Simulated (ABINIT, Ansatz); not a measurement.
# CsLiMoO4 (F-43m): G0W0 with ABINIT, start to end, part 2 of 3

Wanted: ground state, empty states, screening and self-energy for CsLiMoO4 (F-43m).

ABINIT 10.8.3; LDA and many-body steps on it, plane waves. Known limits of the many-body steps: short of the basis limit; no spin-orbit coupling; coarse k mesh.

So far. Step 2 (Ground state): The gap is indirect, with the least direct gap 0.06 eV higher.

**3. Bands along the symmetry lines**

Level of this step: DFT, LDA, plane waves, norm-conserving pseudopotentials (ABINIT).

The cheap functional maps the bands first; the places of the edges decide which points the dearer methods must see.

Contents of run.abi:

```
acell 3*1.0 Angstrom
rprim 
  0.000000000000 4.196030970000 4.196030970000
  4.196030970000 -0.000000000000 4.196030970000
  4.196030970000 4.196030970000 0.000000000000
ntypat 4
znucl 55 3 42 8
natom 7
typat 1 2 3 4 4 4 4
xred 
  0.750000000000 0.750000000000 0.750000000000
  0.500000000000 0.500000000000 0.500000000000
  0.250000000000 0.250000000000 0.250000000000
  0.886367480000 0.371210840000 0.371210840000
  0.371210840000 0.371210840000 0.886367480000
  0.371210840000 0.886367480000 0.371210840000
  0.371210840000 0.371210840000 0.371210840000
pp_dirpath "pseudos"
pseudos "Cs.upf, Li.upf, Mo.upf, O.upf"
ecut 36
iscf -2
irdden 1
kptopt 0
nkpt 26
kpt 
  0.00000000 0.00000000 0.00000000
  -0.12500000 -0.12500000 0.00000000
  -0.25000000 -0.25000000 0.00000000
  -0.37500000 -0.37500000 0.00000000
  -0.50000000 -0.50000000 0.00000000
  -0.46875000 -0.46875000 0.06250000
  -0.43750000 -0.43750000 0.12500000
  -0.40625000 -0.40625000 0.18750000
  -0.37500000 -0.37500000 0.25000000
  -0.37500000 0.00000000 0.37500000
  -0.28125000 0.00000000 0.28125000
  -0.18750000 0.00000000 0.18750000
  -0.09375000 0.00000000 0.09375000
  0.00000000 0.00000000 0.00000000
  0.00000000 0.00000000 0.12500000
  0.00000000 0.00000000 0.25000000
  0.00000000 0.00000000 0.37500000
  -0.00000000 -0.00000000 0.50000000
  -0.12500000 -0.06250000 0.43750000
  -0.25000000 -0.12500000 0.37500000
  -0.37500000 -0.18750000 0.31250000
  -0.50000000 -0.25000000 0.25000000
  -0.50000000 -0.31250000 0.18750000
  -0.50000000 -0.37500000 0.12500000
  -0.50000000 -0.43750000 0.06250000
  -0.50000000 -0.50000000 0.00000000
istwfk *1
nband 32
nbdbuf 2
tolwfr 1e-08
nstep 40
prtwf 0
prtvol 0
indata_prefix "in"
outdata_prefix "out"
tmpdata_prefix "tmp"
```

Run with:

```
$ OMP_NUM_THREADS=1 mpirun -n 4 abinit run.abi > log
```

Log:

```text
.Version 10.8.3 of ABINIT. v10.8.2 released Aug 2026.

 Symmetries : space group F-4 3 m (#216); Bravais cF (face-center cubic)
[... echo of the input left out ...]
== DATASET  1 ==================================================================
-   mpi_nproc: 4, omp_nthreads: 1 (-1 if OMP is not activated)

--- !DatasetInfo
iteration_state: {dtset: 1, }
dimensions: {natom: 7, nkpt: 26, mband: 32, nsppol: 1, nspinor: 1, nspden: 1, mpw: 10326, }
cutoff_energies: {ecut:  36.0, pawecutdg:  -1.0, }
electrons: {nelect:   5.00000000E+01, charge:   0.00000000E+00, occopt:   1.00000000E+00, tsmear:   1.00000000E-02, }

 Real(R)+Recip(G) space primitive vectors, cartesian coordinates (Bohr,Bohr^-1):
 R(1)=  0.0000000  7.9293493  7.9293493  G(1)= -0.0630569  0.0630569  0.0630569
 R(2)=  7.9293493  0.0000000  7.9293493  G(2)=  0.0630569 -0.0630569  0.0630569
 R(3)=  7.9293493  7.9293493  0.0000000  G(3)=  0.0630569  0.0630569 -0.0630569
 Unit cell volume ucvol=  9.9710904E+02 bohr^3
 Angles (23,13,12)=  6.00000000E+01  6.00000000E+01  6.00000000E+01 degrees

 getcut: wavevector=  0.0000  0.0000  0.0000  ngfft=  64  64  64
         ecut(hartree)=     36.000   => boxcut(ratio)=   2.11306

--- Pseudopotential description ------------------------------------------------
- Cs Generated using ONCVPSP code by D. R. Hamann
- 55.00000   9.00000  201201                  znucl, zion, pspdat
12 -1012 3 -1 2328                            pspcod,pspxc,lmax,lloc,mmax
     nproj     2     2     2     2
  pspatm : epsatm=   21.68725381
         --- l  ekb(1:nproj) -->
             0    6.247599    0.778427
             1    6.343167    0.797067
             2    3.778962    0.917083
[...]
pspatm: atomic psp has been read  and splines computed

- Li Generated using ONCVPSP code by D. R. Hamann
-  3.00000   3.00000  180309                  znucl, zion, pspdat
12 -1012 1 -1 1944                            pspcod,pspxc,lmax,lloc,mmax
     nproj     2     2     0     0
  pspatm : epsatm=    2.61415252
         --- l  ekb(1:nproj) -->
[...]
pspatm: atomic psp has been read  and splines computed

- Mo Generated using ONCVPSP code by D. R. Hamann
- 42.00000  14.00000  180309                  znucl, zion, pspdat
12 -1012 2 -1 1602                            pspcod,pspxc,lmax,lloc,mmax
     nproj     2     2     2     0
  pspatm : epsatm=   15.87300509
         --- l  ekb(1:nproj) -->
[...]
pspatm: atomic psp has been read  and splines computed

- O Generated using ONCVPSP code by D. R. Hamann
-  8.00000   6.00000  201201                  znucl, zion, pspdat
12 -1012 2 -1 926                             pspcod,pspxc,lmax,lloc,mmax
     nproj     2     2     1     0
  pspatm : epsatm=    6.27558587
         --- l  ekb(1:nproj) -->
[...]
2   -1.033686
 pspatm: atomic psp has been read  and splines computed

[...]
Non-SCF case, kpt   26 ( -0.50000 -0.50000  0.00000), residuals and eigenvalues=
[...]
-6.5856E-02 -4.4923E-02 -2.0733E-02 -2.0733E-02 -1.9962E-02 -1.4976E-02
 -1.4976E-02  1.6108E-01  1.8436E-01  2.1688E-01  2.3407E-01  2.3407E-01
  2.3717E-01  2.6625E-01

--- !ResultsGS
iteration_state: {dtset: 1, }
comment   : Summary of ground state results
lattice_vectors:
- [  0.0000000,   7.9293493,   7.9293493, ]
- [  7.9293493,  -0.0000000,   7.9293493, ]
- [  7.9293493,   7.9293493,   0.0000000, ]
lattice_lengths: [  11.21379,   11.21379,   11.21379, ]
lattice_angles: [ 60.000,  60.000,  60.000, ] # degrees, (23, 13, 12)
lattice_volume:   9.9710904E+02
convergence: {deltae:  0.000E+00, res2:  0.000E+00, residm:  9.996E-09, diffor:  0.000E+00, }
etotal    :  -1.67184757E+02
entropy   :   0.00000000E+00
fermie    :  -1.82688376E-03
cartesian_stress_tensor: null
pressure_GPa: null
xred      :
- [  7.5000E-01,   7.5000E-01,   7.5000E-01, Cs]
- [  5.0000E-01,   5.0000E-01,   5.0000E-01, Li]
- [  2.5000E-01,   2.5000E-01,   2.5000E-01, Mo]
- [  8.8637E-01,   3.7121E-01,   3.7121E-01,  O]
- [  3.7121E-01,   3.7121E-01,   8.8637E-01,  O]
- [  3.7121E-01,   8.8637E-01,   3.7121E-01,  O]
- [  3.7121E-01,   3.7121E-01,   3.7121E-01,  O]
cartesian_forces: null
force_length_stats: {min: null, max: null, mean: null, }

 Integrated electronic density in atomic spheres:
 ------------------------------------------------
 Atom  Sphere_radius  Integrated_density
[...]
================================================================================

 ----iterations are completed or convergence reached----

 Mean square residual over all n,k,spin=   69.155E-10; max=  99.959E-10
 reduced coordinates (array xred) for    7 atoms
[...]
0.371211      0.886367      0.371211
       0.371211      0.371211      0.371211

 cartesian coordinates (angstrom) at end:
    1      6.294046     6.294046     6.294046
    2      4.196031     4.196031     4.196031
    3      2.098015     2.098015     2.098015
    4      3.115224     5.276838     5.276838
    5      5.276838     5.276838     3.115224
    6      5.276838     3.115224     5.276838
    7      3.115224     3.115224     3.115224
 length scales=  1.889726  1.889726  1.889726 bohr
              =  1.000000  1.000000  1.000000 angstroms
 prteigrs : about to open file out_EIG
 Eigenvalues (hartree) for nkpt=  26  k points:
 kpt#   1, nband= 32, wtk=  1.00000, kpt=  0.0000  0.0000  0.0000 (reduced coord)
[...]
kpt#   2, nband= 32, wtk=  1.00000, kpt= -0.1250 -0.1250  0.0000 (reduced coord)
[...]
kpt#   3, nband= 32, wtk=  1.00000, kpt= -0.2500 -0.2500  0.0000 (reduced coord)
[...]
kpt#  25, nband= 32, wtk=  1.00000, kpt= -0.5000 -0.4375  0.0625 (reduced coord)
[...]
kpt#  26, nband= 32, wtk=  1.00000, kpt= -0.5000 -0.5000  0.0000 (reduced coord)
[...]
-0.11924   -0.10872   -0.06586   -0.04492   -0.02073   -0.02073   -0.01996   -0.01498
  -0.01498    0.16108    0.18436    0.21688    0.23407    0.23407    0.23717    0.26625

== END DATASET(S) ==============================================================
================================================================================

 -outvars: echo values of variables after computation  --------
            nband          32
             nkpt          26
          spgroup         216
 [... the other variables as echoed above ...]

 Calculation completed.
```

The job ended after 78 s (4 MPI ranks of Arm Neoverse V1, shared host; peak memory 0.49 GiB).

This step gave:

| Quantity | Value |
| --- | --- |
| gap | 4.433 eV |
| k of the valence top | 0, 0, 0.5 |
| k of the conduction bottom | -0.5, -0.5, 0 |
| least direct gap | 4.493 eV |

The gap is 4.433 eV, as in the run before at this level.

The electronic bands at the labelled points (eV, zero at the top of the highest filled band):

| point | band 22 | band 23 | band 24 | band 25 | band 26 | band 27 | band 28 | band 29 |
| --- | --- | --- | --- | --- | --- | --- | --- | --- |
| Γ | -1.29 | 0.00 | 0.00 | 0.00 | 4.49 | 4.63 | 4.63 | 6.74 |
| halfway | -0.95 | -0.25 | -0.11 | -0.11 | 4.53 | 4.85 | 5.38 | 6.40 |
| X | -0.51 | -0.49 | -0.36 | -0.36 | 4.43 | 5.07 | 5.95 | 6.42 |
| halfway | -0.55 | -0.41 | -0.36 | -0.34 | 4.47 | 5.04 | 5.91 | 6.43 |
| U | -0.64 | -0.38 | -0.34 | -0.27 | 4.56 | 4.98 | 5.85 | 6.43 |
| jump to K | -0.64 | -0.38 | -0.34 | -0.27 | 4.56 | 4.98 | 5.85 | 6.43 |
| halfway | -0.91 | -0.32 | -0.13 | -0.08 | 4.72 | 4.74 | 5.43 | 6.29 |
| Γ | -1.29 | 0.00 | 0.00 | 0.00 | 4.49 | 4.63 | 4.63 | 6.74 |
| halfway | -1.07 | -0.19 | -0.19 | 0.00 | 4.72 | 4.72 | 5.14 | 6.33 |
| L | -0.85 | -0.48 | -0.48 | 0.00 | 4.81 | 4.81 | 5.75 | 6.48 |
| halfway | -0.76 | -0.42 | -0.41 | -0.11 | 4.69 | 4.89 | 5.80 | 6.46 |
| W | -0.59 | -0.38 | -0.32 | -0.31 | 4.57 | 4.97 | 5.83 | 6.47 |
| halfway | -0.55 | -0.39 | -0.34 | -0.34 | 4.50 | 5.02 | 5.89 | 6.45 |
| X | -0.51 | -0.49 | -0.36 | -0.36 | 4.43 | 5.07 | 5.95 | 6.42 |

**4. Empty states on the mesh, 2×2×2 mesh, 105 bands**

The sums over transitions need many empty states on a uniform mesh; this step solves for them.

Contents of run.abi:

```
acell 3*1.0 Angstrom
rprim 
  0.000000000000 4.196030970000 4.196030970000
  4.196030970000 -0.000000000000 4.196030970000
  4.196030970000 4.196030970000 0.000000000000
ntypat 4
znucl 55 3 42 8
natom 7
typat 1 2 3 4 4 4 4
xred 
  0.750000000000 0.750000000000 0.750000000000
  0.500000000000 0.500000000000 0.500000000000
  0.250000000000 0.250000000000 0.250000000000
  0.886367480000 0.371210840000 0.371210840000
  0.371210840000 0.371210840000 0.886367480000
  0.371210840000 0.886367480000 0.371210840000
  0.371210840000 0.371210840000 0.371210840000
pp_dirpath "pseudos"
pseudos "Cs.upf, Li.upf, Mo.upf, O.upf"
ecut 36
ngkpt 2 2 2
nshiftk 1
shiftk 0 0 0
kptopt 1
chksymbreak 0
iscf -2
irdden 1
istwfk *1
nband 105
nbdbuf 8
tolwfr 1e-09
nstep 60
prtvol 0
indata_prefix "in"
outdata_prefix "out"
tmpdata_prefix "tmp"
```

Log:

```text
.Version 10.8.3 of ABINIT. v10.8.2 released Aug 2026.

 Symmetries : space group F-4 3 m (#216); Bravais cF (face-center cubic)
[... echo of the input left out ...]
== DATASET  1 ==================================================================
-   mpi_nproc: 4, omp_nthreads: 1 (-1 if OMP is not activated)
-    --> not optimal distribution: autoparal keyword recommended in input file <--

--- !DatasetInfo
iteration_state: {dtset: 1, }
dimensions: {natom: 7, nkpt: 3, mband: 105, nsppol: 1, nspinor: 1, nspden: 1, mpw: 10326, }
cutoff_energies: {ecut:  36.0, pawecutdg:  -1.0, }
electrons: {nelect:   5.00000000E+01, charge:   0.00000000E+00, occopt:   1.00000000E+00, tsmear:   1.00000000E-02, }

 Real(R)+Recip(G) space primitive vectors, cartesian coordinates (Bohr,Bohr^-1):
 R(1)=  0.0000000  7.9293493  7.9293493  G(1)= -0.0630569  0.0630569  0.0630569
 R(2)=  7.9293493  0.0000000  7.9293493  G(2)=  0.0630569 -0.0630569  0.0630569
 R(3)=  7.9293493  7.9293493  0.0000000  G(3)=  0.0630569  0.0630569 -0.0630569
 Unit cell volume ucvol=  9.9710904E+02 bohr^3
 Angles (23,13,12)=  6.00000000E+01  6.00000000E+01  6.00000000E+01 degrees

 getcut: wavevector=  0.0000  0.0000  0.0000  ngfft=  64  64  64
         ecut(hartree)=     36.000   => boxcut(ratio)=   2.11306

--- Pseudopotential description ------------------------------------------------
- Cs Generated using ONCVPSP code by D. R. Hamann
- 55.00000   9.00000  201201                  znucl, zion, pspdat
12 -1012 3 -1 2328                            pspcod,pspxc,lmax,lloc,mmax
     nproj     2     2     2     2
  pspatm : epsatm=   21.68725381
         --- l  ekb(1:nproj) -->
             0    6.247599    0.778427
             1    6.343167    0.797067
             2    3.778962    0.917083
[...]
pspatm: atomic psp has been read  and splines computed

- Li Generated using ONCVPSP code by D. R. Hamann
-  3.00000   3.00000  180309                  znucl, zion, pspdat
12 -1012 1 -1 1944                            pspcod,pspxc,lmax,lloc,mmax
     nproj     2     2     0     0
  pspatm : epsatm=    2.61415252
         --- l  ekb(1:nproj) -->
[...]
pspatm: atomic psp has been read  and splines computed

- Mo Generated using ONCVPSP code by D. R. Hamann
- 42.00000  14.00000  180309                  znucl, zion, pspdat
12 -1012 2 -1 1602                            pspcod,pspxc,lmax,lloc,mmax
     nproj     2     2     2     0
  pspatm : epsatm=   15.87300509
         --- l  ekb(1:nproj) -->
[...]
pspatm: atomic psp has been read  and splines computed

- O Generated using ONCVPSP code by D. R. Hamann
-  8.00000   6.00000  201201                  znucl, zion, pspdat
12 -1012 2 -1 926                             pspcod,pspxc,lmax,lloc,mmax
     nproj     2     2     1     0
  pspatm : epsatm=    6.27558587
         --- l  ekb(1:nproj) -->
[...]
6.52E-10  8.56E-10  1.71E-10  1.35E-10  2.94E-10  9.51E-10  3.17E-10  6.26E-10
[...]
7.46E-05
 -2.2098E+00 -1.4834E+00 -1.2697E+00 -1.2697E+00 -1.2697E+00 -7.0328E-01
 -5.7475E-01 -5.5544E-01 -5.5544E-01 -5.5544E-01 -2.1704E-01 -2.1704E-01
 -2.1704E-01 -1.1699E-01 -1.1699E-01 -1.1357E-01 -1.1357E-01 -1.1357E-01
[...]
1.1446E+00  1.1513E+00  1.1513E+00  1.1513E+00  1.1918E+00  1.1981E+00
  1.1981E+00  1.2359E+00  1.2359E+00  1.2359E+00  1.2872E+00  1.2872E+00
[...]
prteigrs : prtvol=0 or 1, do not print more k-points.

--- !ResultsGS
iteration_state: {dtset: 1, }
comment   : Summary of ground state results
lattice_vectors:
- [  0.0000000,   7.9293493,   7.9293493, ]
- [  7.9293493,  -0.0000000,   7.9293493, ]
- [  7.9293493,   7.9293493,   0.0000000, ]
lattice_lengths: [  11.21379,   11.21379,   11.21379, ]
lattice_angles: [ 60.000,  60.000,  60.000, ] # degrees, (23, 13, 12)
lattice_volume:   9.9710904E+02
convergence: {deltae:  0.000E+00, res2:  0.000E+00, residm:  9.969E-10, diffor:  0.000E+00, }
etotal    :  -1.67184757E+02
entropy   :   0.00000000E+00
fermie    :  -1.82688376E-03
cartesian_stress_tensor: null
pressure_GPa: null
xred      :
- [  7.5000E-01,   7.5000E-01,   7.5000E-01, Cs]
- [  5.0000E-01,   5.0000E-01,   5.0000E-01, Li]
- [  2.5000E-01,   2.5000E-01,   2.5000E-01, Mo]
- [  8.8637E-01,   3.7121E-01,   3.7121E-01,  O]
- [  3.7121E-01,   3.7121E-01,   8.8637E-01,  O]
- [  3.7121E-01,   8.8637E-01,   3.7121E-01,  O]
- [  3.7121E-01,   3.7121E-01,   3.7121E-01,  O]
cartesian_forces: null
force_length_stats: {min: null, max: null, mean: null, }

 Integrated electronic density in atomic spheres:
 ------------------------------------------------
 Atom  Sphere_radius  Integrated_density
[...]
================================================================================

 ----iterations are completed or convergence reached----

 Mean square residual over all n,k,spin=   47.522E-11; max=  99.688E-11
 reduced coordinates (array xred) for    7 atoms
[...]
0.371211      0.886367      0.371211
       0.371211      0.371211      0.371211

 cartesian coordinates (angstrom) at end:
    1      6.294046     6.294046     6.294046
    2      4.196031     4.196031     4.196031
    3      2.098015     2.098015     2.098015
    4      3.115224     5.276838     5.276838
    5      5.276838     5.276838     3.115224
    6      5.276838     3.115224     5.276838
    7      3.115224     3.115224     3.115224
 length scales=  1.889726  1.889726  1.889726 bohr
              =  1.000000  1.000000  1.000000 angstroms
 prteigrs : about to open file out_EIG
 Eigenvalues (hartree) for nkpt=   3  k points:
 kpt#   1, nband=105, wtk=  0.12500, kpt=  0.0000  0.0000  0.0000 (reduced coord)
[...]
1.14459    1.14459    1.14459    1.15126    1.15126    1.15126    1.19180    1.19814
   1.19814    1.23585    1.23585    1.23585    1.28721    1.28721    1.28721    1.32358
   1.32364
 prteigrs : prtvol=0 or 1, do not print more k-points.

== END DATASET(S) ==============================================================
================================================================================

 -outvars: echo values of variables after computation  --------
            nband         105
             nkpt           3
          spgroup         216
 [... the other variables as echoed above ...]

 Calculation completed.
```

The job ended after 41 s (4 MPI ranks; peak memory 0.43 GiB; 2.7 min of CPU time).

Numbers from this step:

```
gap                                                           : 4.433 eV
k of the valence top                                          : 0.5, 0, 0
k of the conduction bottom                                    : 0.5, 0.5, 0
least direct gap                                              : 4.493 eV
k points computed                                             : 3
lowest point of the top converged band, above the valence top : 32.38 eV
```

On this mesh the gap is 4.433 eV.

**5. Screening, 2×2×2 mesh, 97 bands, screening to 98 eV**

The RPA dielectric matrix is built and inverted for each q.

This step: RPA screening on LDA, plane waves, norm-conserving pseudopotentials.

Edit run.abi of step 4 so:

```diff
@@ -25,10 +25,11 @@
 chksymbreak 0
-iscf -2
-irdden 1
 istwfk *1
-nband 105
-nbdbuf 8
-tolwfr 1e-09
-nstep 60
-prtvol 0
+occopt 1
+irdwfk 1
+optdriver 3
+nband 97
+ecuteps 3.6
+inclvkb 2
+awtr 1
+symchi 1
 indata_prefix "in"
```

Log:

```text
.Version 10.8.3 of ABINIT. v10.8.2 released Aug 2026.

 Symmetries : space group F-4 3 m (#216); Bravais cF (face-center cubic)
[... echo of the input left out ...]
== DATASET  1 ==================================================================
-   mpi_nproc: 4, omp_nthreads: 1 (-1 if OMP is not activated)

--- !DatasetInfo
iteration_state: {dtset: 1, }
dimensions: {natom: 7, nkpt: 3, mband: 97, nsppol: 1, nspinor: 1, nspden: 1, mpw: 10326, }
cutoff_energies: {ecut:  36.0, pawecutdg:  -1.0, }
electrons: {nelect:   5.00000000E+01, charge:   0.00000000E+00, occopt:   1.00000000E+00, tsmear:   1.00000000E-02, }

 SCREENING: Calculation of the susceptibility and dielectric matrices

 Based on a program developped by R.W. Godby, V. Olevano, G. Onida, and L. Reining.
 Incorporated in ABINIT by V. Olevano, G.-M. Rignanese, and M. Torrent.
.Using double precision arithmetic ; gwpc =  8

[... cell and pseudopotentials left out ...]
--------------------------------------------------------------------------------

 ==== K-mesh for the wavefunctions ====
 Number of points in the irreducible wedge :     3
[... list of points left out ...]
 Together with 24 symmetry operations and time-reversal symmetry
 yields     8 points in the full Brillouin Zone.

 ==== Q-mesh for the screening function ====
 Number of points in the irreducible wedge :     3
[... list of points left out ...]
 Together with 24 symmetry operations and time-reversal symmetry
 yields     8 points in the full Brillouin Zone.

 setmesh: FFT mesh size selected  =    40x   40x   40
          total number of points  =        64000

 vcoul_init : cutoff-mode = AUXILIARY_FUNCTION
 q-points for optical limit:   1
     1)      0.000010    0.000020    0.000030

- screening: taking advantage of time-reversal symmetry
- Maximum band index for partially occupied states nbvw = 25
- Remaining bands to be divided among processors   nbcw = 72
- Number of bands treated by each node ~18

 Number of electrons calculated from density =   50.0000; Expected =   50.0000
 average of density, n =  0.050145
 r_s =    1.6823
 omega_plasma =   21.6008 [eV]

 calculating chi0 at frequencies [eV] :
  1    0.000000E+00    0.000000E+00
  2    0.000000E+00    2.160077E+01

--------------------------------------------------------------------------------
  q-point number  1        q = ( 0.000000, 0.000000, 0.000000) [r.l.u.]
--------------------------------------------------------------------------------
[... chi0 elements left out ...]
 For q-point:  0.000010 0.000020 0.000030
  dielectric constant =   2.4765
  dielectric constant without local fields =   3.3002

  Average fulfillment of the sum rule on Im[epsilon] for q-point    1 :     43.79  [%]
[... wings left out ...]
  q-point number  2        q = ( 0.500000, 0.000000, 0.000000) [r.l.u.]
--------------------------------------------------------------------------------
[... chi0 elements left out ...]
  Average fulfillment of the sum rule on Im[epsilon] for q-point    2 :     51.69  [%]

 [... 1 further q-points ...]
```

It took 22 s on 4 MPI ranks; peak memory 1.5 GiB.

This step gave:

```yaml
eps_infinity_with_local_fields_on_this_mesh: 2.477
eps_infinity_without_local_fields_on_this_mesh: 3.300
plasma_frequency: 21.60 eV
plane_waves_in_the_screening_matrix: 331
```

Local fields lower ε∞ by 25 %. On a Γ-centred mesh this coarse the value itself is usually too large, while a short band sum pulls it down.

[end of part 2 of 3]

[Long decimals in the printed logs are rounded to 6 places.]

[Logs are printed without paths, hosts, clocks, repeated set-up lines and the standing remarks that a program may print on its own settings, such as how far it seeks lower states.]

[Paths, hosts, dates, memory and timing lines, banners, echoed tables and standing remarks are left out of the program output; an Ansatz launch command may be rebuilt from the run's recorded settings. Measured values are a selection of at most five: reports struck by readers or far from the other reports are left out. None is set beside runs whose start may be inverted or whose files or cutoffs have a known fault.]

[Runs of the session that timed out or met a known fault of the program may be left out.]

[Hosts, paths, dates, database ids (printed as entryN), source tags and the programs' standing remarks are cut or masked in the printed files.]

[G0W0 gaps are taken among the corrected bands and points alone; a level outside them can change the order at an edge.]

[Where Ansatz stands beside ABINIT at settings called matched, ABINIT's density can come from a denser mesh and the files from another edition; pairs whose starting gaps differed by over 0.03 eV were left out, so agreement reads better than it is.]
